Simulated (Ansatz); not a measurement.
# H_i (bond centre, by F) in NaLaF4 (P1): charge-transition levels and formation energies

Wanted: the transition levels of a hydrogen interstitial in NaLaF4 (P1), from a cell of 72 host atoms with 1 H put in.

Main program and level: Ansatz 0.2.0; place-levels on PBEsol runs: charge-transition levels and formation energies with image-charge correction and potential alignment at the atomic sites.

This is a report of a sequence of runs, with most program output left out.

## (1) Starting point

The cell holds 73 atoms: 12 Na, 12 La, 48 F and 1 H. Cell: a = 10.630 Å, b = 9.770 Å, c = 9.759 Å, α = 101.8°, β = 90.2°, γ = 90.0°. It derives from NaLaF4 (space group P1). Nearest the centre at fractional (0.422, 0.423, 0.519): H73 at 0.00 Å, Na1 at 1.18 Å, F39 at 1.22 Å, F49 at 2.28 Å, F61 at 2.28 Å, F29 at 2.84 Å, F42 at 2.87 Å, La23 at 2.91 Å.

Known beforehand: the electronic dielectric constant, principal values (2.46, 2.47, 2.57), and the static one, principal values (8.80, 9.09, 15.68), computed on the host (DFPT, PBEsol).

The cell's shortest repeat is 9.8 Å.

## (2) The runs of each charge state

Levels follow from differences of total energies between charge states, each relaxed by itself.

Each atom starts 0.05 Å or so off its site in a random direction. Forces are taken at one point at (¼, ¼, ¼). The cell holds 1 electron more than the neutral one, with a uniform background that keeps it neutral on the whole.

The sampling was tested on the host first: at the k-points planned (1x1x1 shifted 0.25 0.25 0.25) its energy lies 0.000 eV an atom from the dense-mesh value, under the bound of 0.02 eV set for this test; that bounds the host's error, not the defect's.

One state's input; the others differ in charge, spin, start and seed, and in occupations where the table says so.

qm1.relax/input.yaml

```yaml
crystal:
  lattice:
    - [-0.02526621, 8.61811788, 6.22362966]
    - [6.16833309, -4.42122477, 6.15307717]
    - [6.14437863, 4.4282739, -6.15502554]
  atoms:
    - { symbol: Na, position: [0.32437409, 0.41515784, 0.5756916] }
    - { symbol: Na, position: [0.32437409, 0.91515784, 0.0756916] }
[... 3 atom lines left out ...]
    - { symbol: Na, position: [0.34344639, 0.67068403, 0.3358364] }
[... 5 atom lines left out ...]
    - { symbol: Na, position: [0.66837973, 0.61372586, 0.38420126] }
[... 6 atom lines left out ...]
    - { symbol: La, position: [0.50200562, 0.24717922, 0.25168542] }
    - { symbol: La, position: [0.50200562, 0.74717922, 0.75168542] }
[... 2 atom lines left out ...]
    - { symbol: La, position: [0.66483388, 0.36756009, 0.63344806] }
[... 4 atom lines left out ...]
    - { symbol: F, position: [0.6850295, 0.62067647, 0.65414347] }
    - { symbol: F, position: [0.18221622, 0.39138511, 0.38586953] }
[... 5 atom lines left out ...]
    - { symbol: F, position: [0.51866479, 0.19578882, 0.69288619] }
[... 3 atom lines left out ...]
    - { symbol: F, position: [0.52118465, 0.42890785, 0.45898118] }
[... 2 atom lines left out ...]
    - { symbol: F, position: [0.29751168, 0.67192842, 0.6620789] }
[... 4 atom lines left out ...]
    - { symbol: F, position: [0.79415693, 0.40264812, 0.43662195] }
[... 1 atom line left out ...]
    - { symbol: F, position: [0.37697411, 0.19038638, 0.44534775] }
[... 3 atom lines left out ...]
    - { symbol: F, position: [0.37736083, 0.44868851, 0.20915407] }
[... 4 atom lines left out ...]
    - { symbol: F, position: [0.49438018, 0.74550823, 0.50164867] }
[... 2 atom lines left out ...]
    - { symbol: F, position: [0.48159977, 0.48922867, 0.74781073] }
[... 3 atom lines left out ...]
    - { symbol: F, position: [0.13300658, 0.42948456, 0.68539601] }
[... 1 atom line left out ...]
    - { symbol: F, position: [0.63300658, 0.42948456, 0.18539601] }
[... 3 atom lines left out ...]
    - { symbol: F, position: [0.63691999, 0.17442769, 0.43415522] }
[... 1 atom line left out ...]
    - { symbol: H, position: [0.42166, 0.422529, 0.518846] }
  host:
    repeats: [1, 1, 1]
    atoms:
      - { symbol: Na, position: [0.32437409, 0.41515784, 0.5756916] }
      - { symbol: Na, position: [0.32437409, 0.91515784, 0.0756916] }
      # ... 70 more atoms of the perfect host
total_charge: -1
basis:
  ecutwfc: 420
  xc_grid: 2
hamiltonian:
  xc: pbesol
kpoints:
  mp_grid: { grid: [1, 1, 1], shift: [0.25, 0.25, 0.25] }
scf:
  occupations: { method: fixed }
  max_iter: 60
output:
  forces: true
  charged_corrections:
    epsilon: [[2.47, 0.0, 0.0], [0.0, 2.5, -0.05], [0.0, -0.05, 2.53]]
    static_epsilon: [[9.07, 0.02, -0.16], [0.02, 10.99, -3.19], [-0.16, -3.19, 13.51]]
    defect_position: [0.42166, 0.422529, 0.518846]
relax:
  f_tol: 0.02
  max_steps: 80
  random_displacement: { amplitude: 0.05, seed: 7198 }
checkpoint:
  write: "../qm1.relax.run"
  compress: false
  write_wavefunctions: true
  write_every: 100000
```

Launch:

```console
$ ansatz run input.yaml --threads 4 --pin off --max-ram 7536MiB --backend cpu --events-out ev --progress --plain --runs-dir out
```

Defect states can disperse in a cell of this size, so the energy is taken again at a 2×2×2 shifted mesh, on the relaxed structure.

The run of this state that the levels use, under PBEsol:

qm1.point/input.yaml

```yaml
crystal:
  checkpoint: "../qm1.relax.run"
  host: checkpoint
total_charge: -1
basis:
  ecutwfc: 420
  xc_grid: 2
hamiltonian:
  xc: pbesol
kpoints:
  mp_grid: { grid: [2, 2, 2], shift: [0.5, 0.5, 0.5] }
scf:
  occupations: { method: fermi_dirac, width: 0.01 }
  max_iter: 60
output:
  forces: true
  eigenvalues: true
  charged_corrections:
    epsilon: [[2.47, 0.0, 0.0], [0.0, 2.5, -0.05], [0.0, -0.05, 2.53]]
    static_epsilon: [[9.07, 0.02, -0.16], [0.02, 10.99, -3.19], [-0.16, -3.19, 13.51]]
    defect_position: [0.42166, 0.422529, 0.518846]
  eigenstates: { localisation: true }
  populations: true
  band_densities: [{ bands: [v1, v1] }, { bands: [c1, c1] }]
  write_density: true
  write_potential: true
  volumetric_format: npy
  elf: true
checkpoint:
  read: "../qm1.relax.run"
  write: "../qm1.point.run"
  compress: false
  write_wavefunctions: false
  write_every: 100000
```

Relaxations under PBEsol at one point at (¼, ¼, ¼); times on 4 threads of Intel Xeon 6975P-C (Granite Rapids), shared host:

```
charge  moment (μB)  occupations    outcome  steps  largest displacement against the far atoms (Å)     time
    −1            0        fixed  converged     14                                            1.40  2.3 min
     0            1        fixed  converged     19                                            1.26  5.4 min
    +1            0        fixed  converged     15                                            1.31  1.9 min
```

Single points under PBEsol at a 2×2×2 shifted mesh; times on 4 threads of Intel Xeon 6975P-C (Granite Rapids), shared host:

```csv
charge,moment (μB),occupations,outcome,time
−1,0,fermi-dirac,converged,47 s
0,1,fermi-dirac,converged,99 s
+1,0,fermi-dirac,converged,40 s
```

Distances (Å) from H73 to the nearest atoms after relaxation with PBEsol:

```
charge  moment (μB)       1.      2.       3.       4.       5.      6.
    −1            0  Na 2.03  F 2.22  Na 2.23  La 2.28   F 2.32  F 2.35
     0            1   F 2.29  F 2.29   F 2.33  Na 2.45  Na 2.48  F 2.81
    +1            0   F 1.08  F 1.21  Na 2.22   F 2.49  La 2.54  F 2.63
```

## (3) place-levels, PBEsol

A charged cell interacts with its images and the background, and its potential has another zero than the host's. place-levels removes the first by a point-charge model, screened by the static dielectric constant since the ions have relaxed around the charge, and the second by comparing potentials at atoms far from the defect.

The host is a run of the defect-free crystal in the same cutoffs, grids and k-points, so that basis and sampling errors cancel in part in the differences. Its band edges come from a run of the primitive cell that searches the zone for them. Chemical potentials are energies per atom of H (H2 molecule), run with the same functional and cutoff.

levels.point.yaml

```yaml
host:
  run: host.point.run
  levels_from: { run: edges.point.run }
states: [qm1.point.run, q0_M1.point.run, qp1.point.run]
geometry_from:
  qm1.point.run: qm1.relax.run
  q0_M1.point.run: q0_M1.relax.run
  qp1.point.run: qp1.relax.run
  host.point.run: host.relax.run
chemical_potentials:
  H:
    energy: -15.609288
    dataset: "<sha256 of the dataset>"
epsilon:
  - [2.47, 0.0, 0.0]
  - [0.0, 2.5, -0.05]
  - [0.0, -0.05, 2.53]
static_epsilon:
  - [9.07, 0.02, -0.16]
  - [0.02, 10.99, -3.19]
  - [-0.16, -3.19, 13.51]
vertical:
  - { from: qm1.point.run, to: qm1.point_neutral.run }
  - { from: qp1.point.run, to: qp1.point_neutral.run }
```

Launch:

```console
$ ansatz place-levels levels.point.yaml -- --threads 4 --pin off --max-ram 7536MiB
```

The job ended after 0.27 s (4 threads of Intel Xeon 6975P-C (Granite Rapids), shared host).

Levels between the charges placed, in eV above the valence top:

```
        gap (eV)  (+1/0)  (0/−1)
PBEsol      6.55    5.53    4.40
```

Corrections by state:

| charge | moment (μB) | image terms and alignment (eV) | band filling (eV) | ε used | over the lowest of its charge, as the program ranks them, band filling apart (eV) |
| --- | --- | --- | --- | --- | --- |
| +1 | 0.0 | 0.158 | - | principal values (8.80, 9.09, 15.68) | 0.000 |
| 0 | 1.0 | 0.000 | - | - | 0.000 |
| −1 | 0.0 | 0.119 | - | principal values (8.80, 9.09, 15.68) | 0.000 |

The charged structures listed were also run neutral, and place-levels reads from each pair, by the potential or the spins, how wide the charge is by which they differ; that can be the carrier of either run.

| charge | rms radius (Å) | spread where it is widest against the cell (Å) | wide from (Å) | reading |
| --- | --- | --- | --- | --- |
| +1 | 6.7 | 3.97 | 1.66 | wide |
| −1 | 1.3 | 1.03 | 1.84 | narrow |

The neutral runs of these pairs need not share the spin of the lowest neutral state, and very wide values only mean spread over the cell.

From the program's caveats on the states, each cut to its opening words:

- charge +1: it parts from the run at its places by a charge that spreads by about 4 Å along one vector (1.7 Å or more is wide), by its potential at epsilon [[2.47, 0, 0], [...]
- charge +1: the far atoms show a dipole or second moment of the defect's charge, for which the correction takes or leaves out 0.07 eV: further moments aren't read, and the [...]
- charge 0 (1 μB): its displacements don't fall off away from the defect: farther atoms stand 0.075 Å off the host's places
- charge 0 (1 μB): flagged: stability check not made
- charge −1: its alignment with the host at atomic sites is doubtful: the mean over the far sites moves by +0.0644 eV from their farther parts to their nearer, more than [...]
- charge −1: the far atoms show a dipole or second moment of the defect's charge, for which the correction takes or leaves out 0.224 eV: further moments aren't read, and [...]
- charge −1: its displacements don't fall off away from the defect: farther atoms stand 0.058 Å off the host's places

Chemical potentials of the elements' reference phases, run alike. Formation energies (elemental references), with the Fermi level at the valence top and at the conduction bottom (gap 6.55 eV):

```csv
charge,at valence top (eV),at conduction bottom (eV),correction included (eV)
+1,-2.93,3.61,0.16
0,2.59,2.59,0.00
−1,7.00,0.45,0.12
```

(Fermi level (eV), lowest formation energy (eV)): (0.00, -2.93), (0.59, -2.34), (1.19, -1.74), (1.78, -1.15), (2.38, -0.55), (2.97, 0.04), (3.57, 0.64), (4.17, 1.24), (4.76, 1.83), (5.36, 1.64), (5.95, 1.04), (6.55, 0.45)

## (4) The same at the relaxations' own k-points

The relaxations' own energies give the levels at their sampling, for comparison.

levels.relax_mesh.yaml

```yaml
host:
  run: host.relax.run
  levels_from: { run: edges.relax.run }
states: [qm1.relax.run, q0_M1.relax.run, qp1.relax.run]
chemical_potentials:
  H:
    energy: -15.609288
    dataset: "<sha256 of the dataset>"
```

Launch:

```console
$ ansatz place-levels levels.relax_mesh.yaml -- --threads 4 --pin off --max-ram 7536MiB
```

Run time: 0.11 s. Hardware: 4 threads.

Levels between neighbouring charges, in eV above the valence top:

```
                        gap (eV)  (+1/0)  (0/−1)
one point at (¼, ¼, ¼)      6.55    5.53    4.40
  a 2×2×2 shifted mesh      6.55    5.53    4.40
```

Going from one point at (¼, ¼, ¼) to a 2×2×2 shifted mesh moves the levels that carry no band-filling term by up to 0.00 eV and formation energies against the elements by up to 0.00 eV.

## (5) A changed set-up

In this try the input is made faulty on purpose, to show what that does.

Another version of the file is tried.

levels.try0.yaml is levels.point.yaml with these lines changed:

```diff
+defect_position:
+  qm1.point.run: [0.5417, 0.5425, 0.6388]
+  qp1.point.run: [0.5417, 0.5425, 0.6388]
```

Launch:

```console
$ ansatz place-levels levels.try0.yaml -- --threads 4 --pin off --max-ram 7536MiB
```

The change: the charge placed away from the defect.

No levels were formed: the file was rejected.

## (6) What came out

```json
{"gap of the host": "6.55 eV (PBEsol)", "level (plus 1/0)": "5.53 eV above the valence top, not a change between lowest states", "level (0/minus 1)": "4.40 eV above the valence top, not a change between lowest states", "level (plus 1/minus 1)": "4.97 eV above the valence top", "lowest of the charges placed, just above the valence top (0.02 eV)": "+1", "lowest of the charges placed, just below the conduction bottom (0.02 eV)": "−1", "lowest formation energy at mid-gap of the charges run, elemental references": "0.34 eV"}
```

**Reading.** Of the charges placed (−1, 0 and +1), the lowest changes at 4.97 eV (+1/−1) above the valence top, in a gap of 6.55 eV. (+1/−1) passes over charge 0, which lies 0.56 eV above the two there; a lower structure or spin state of it, if missed, would change that. Charges above +1 and below −1 were not placed, so these runs say nothing of levels that involve them. States placed: +1 at 0 μB; 0 at 1 μB; −1 at 0 μB. Other spin states or structures, where not listed, weren't placed. At charge −1, 0 and +1 the atom put in ends up to 1.4 Å from its starting place, so the name tells the start alone and the levels can join different sites. H is taken at its element; compounds, which aren't counted here, bound the chemical potentials and would shift these formation energies. Going from one point at (¼, ¼, ¼) to a 2×2×2 shifted mesh moves the levels that carry no band-filling term by up to 0.00 eV and formation energies against the elements by up to 0.00 eV. The program doubts the alignment of potentials for at least one state, a sign that the cell is small. What this leaves open: PBEsol makes the gap too small and tends to spread out bound carriers; where a gas molecule sets a chemical potential or the host's formation energy, its binding is uncorrected; spin–orbit coupling, which can matter with heavy atoms, is left out.

[Logs are printed without paths, hosts, clocks, repeated set-up lines and the standing remarks that a program may print on its own settings, such as how far it seeks lower states.]

[Hosts, paths, dates, database ids (printed as entryN), source tags and the programs' standing remarks are cut or masked in the printed files.]

[Where a table of states has a column of steps, it counts the stored structures, which are thinned; the runs took as many ionic steps or more.]

[A defect's name tells the site on which it was built; relaxed atoms can leave that site.]

[For some hosts the program warned that the k-mesh of the response run may be too coarse for force constants and the static dielectric constant; such warnings are not shown here.]
